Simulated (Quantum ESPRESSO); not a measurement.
Consider TiO2 (Anatase, I4_1/amd).

```cif
data_structure
_symmetry_space_group_name_H-M 'P 1'
_symmetry_Int_Tables_number 1
_cell_length_a 5.4582
_cell_length_b 5.4582
_cell_length_c 5.4582
_cell_angle_alpha 139.435
_cell_angle_beta 139.435
_cell_angle_gamma 58.713
_cell_volume 68.13
loop_
_atom_site_label
_atom_site_type_symbol
_atom_site_fract_x
_atom_site_fract_y
_atom_site_fract_z
_atom_site_occupancy
Ti1 Ti 0.75000 0.25000 0.50000 1
Ti2 Ti 0.00000 0.00000 0.00000 1
O3 O 0.79190 0.79190 0.00000 1
O4 O 0.54190 0.04190 0.50000 1
O5 O 0.95810 0.45810 0.50000 1
O6 O 0.20810 0.20810 0.00000 1
```

Absorber: atom 1, with 4 O at 1.93 Å and 2 O at 1.98 Å (distorted octahedral, site symmetry -4m2). Method: Quantum ESPRESSO XSpectra, PBE, full core hole (charged cell), 12-atom cell with 5.4 Å between holes, 4×4×4 k points, dipole transitions, Lorentzian half width 0.47 eV up to 4 eV, rising linearly to 4 eV at 25 eV (counted from xe0, 0.4 eV below the zero used here).

Predict the near-edge structure at the Ti K edge.

Main maxima up to 30 eV above the zero (height): 0.7 eV (0.18), 2.9 eV (0.32), 5.4 eV (0.34) and 18.4 eV (2.53). A K edge sees empty p states. The first eV above the zero hold little dipole weight, as the lowest empty bands are of d character; the main edge, of 4p character, rises through 0.6 near 10 eV above the zero. The total-energy difference plus the lowest empty eigenvalue puts the zero at 4985.56 eV. One term is added: -22.82 eV, since the hole is spin-paired here and a spin-polarised one costs that much less in the free atom (computed apart). The photon energy is then 4962.74 eV. The tabulated edge of the element is 4966 eV. The functional and the charged cell's background leave an error of a few eV in such absolute values.

The Ti K spectrum (energy from the lowest empty level; intensity scaled to a mean of 1 over the first 20 eV; the points at xe0, where the cut of filled states can leave a spike, are interpolated; polarised curves are means over the symmetry-equivalent atoms):

```
E (eV)  isotropic  ε ⊥ c  ε ∥ c
  -2.0       0.03   0.03   0.03
  -1.5       0.03   0.04   0.03
  -1.0       0.04   0.05   0.03
  -0.5       0.06   0.07   0.04
   0.0       0.09   0.12   0.04
   0.5       0.17   0.23   0.06
   1.0       0.15   0.19   0.06
   1.5       0.12   0.14   0.08
   2.0       0.17   0.18   0.13
   2.5       0.27   0.28   0.24
   3.0       0.31   0.32   0.29
   3.5       0.28   0.28   0.27
   4.0       0.23   0.23   0.25
   4.5       0.25   0.25   0.25
   5.0       0.31   0.32   0.31
   5.5       0.34   0.33   0.35
   6.0       0.30   0.29   0.31
   6.5       0.25   0.24   0.27
   7.0       0.24   0.23   0.26
   7.5       0.25   0.24   0.28
   8.0       0.29   0.27   0.32
   8.5       0.33   0.31   0.37
   9.0       0.39   0.37   0.44
   9.5       0.46   0.44   0.51
  10.0       0.54   0.52   0.58
  10.5       0.63   0.62   0.65
  11.0       0.72   0.71   0.73
  11.5       0.81   0.81   0.81
  12.0       0.91   0.91   0.91
  12.5       1.02   1.01   1.03
  13.0       1.14   1.14   1.16
  13.5       1.29   1.28   1.31
  14.0       1.45   1.45   1.46
  14.5       1.63   1.63   1.62
  15.0       1.81   1.82   1.80
  15.5       1.99   2.00   1.99
  16.0       2.16   2.15   2.20
  16.5       2.31   2.26   2.40
  17.0       2.42   2.34   2.58
  17.5       2.49   2.38   2.70
  18.0       2.52   2.40   2.76
  18.5       2.53   2.41   2.76
  19.0       2.52   2.42   2.72
  19.5       2.50   2.42   2.66
  20.0       2.47   2.41   2.60
  20.5       2.45   2.40   2.56
  21.0       2.43   2.38   2.52
  21.5       2.40   2.36   2.48
  22.0       2.37   2.33   2.46
  22.5       2.35   2.31   2.43
  23.0       2.33   2.29   2.40
  23.5       2.30   2.27   2.37
  24.0       2.28   2.25   2.35
  24.5       2.26   2.23   2.32
  25.0       2.25   2.22   2.30
  25.5       2.23   2.21   2.28
  26.0       2.22   2.20   2.26
  26.5       2.21   2.19   2.24
  27.0       2.19   2.18   2.22
  27.5       2.18   2.17   2.20
  28.0       2.17   2.16   2.18
  28.5       2.16   2.16   2.17
  29.0       2.16   2.16   2.15
  29.5       2.15   2.16   2.14
  30.0       2.15   2.16   2.12
  30.5       2.15   2.17   2.12
  31.0       2.15   2.17   2.11
  31.5       2.15   2.17   2.11
  32.0       2.15   2.17   2.11
```

Quadrupole 1s→3d transitions, which feed the pre-edge, are not in the dipole spectrum. The holes are only 5.4 Å apart, so the shape is probably not converged with cell size; no larger cell was run here. Lifetime broadening is put in by hand, and intensities beyond about 20 eV depend on it and on the partial waves. The structure is a published determination, not relaxed.

[Banner, clock and machine lines of the logs are left out without a mark of their own.]

[Logs are printed without paths, hosts, clocks, repeated set-up lines and the standing remarks that a program may print on its own settings, such as how far it seeks lower states.]

[Hosts, paths, dates, database ids (printed as entryN), source tags and the programs' standing remarks are cut or masked in the printed files.]

[Lists of maxima count a maximum above −3 eV only where it reaches 4 % of the highest in the window and stands out from its surroundings by 2 % of it (1.5 % where it reaches 55 %); shoulders and weaker maxima are passed over, and of the rest the first, up to two pre-edge ones and the few strongest are named.]
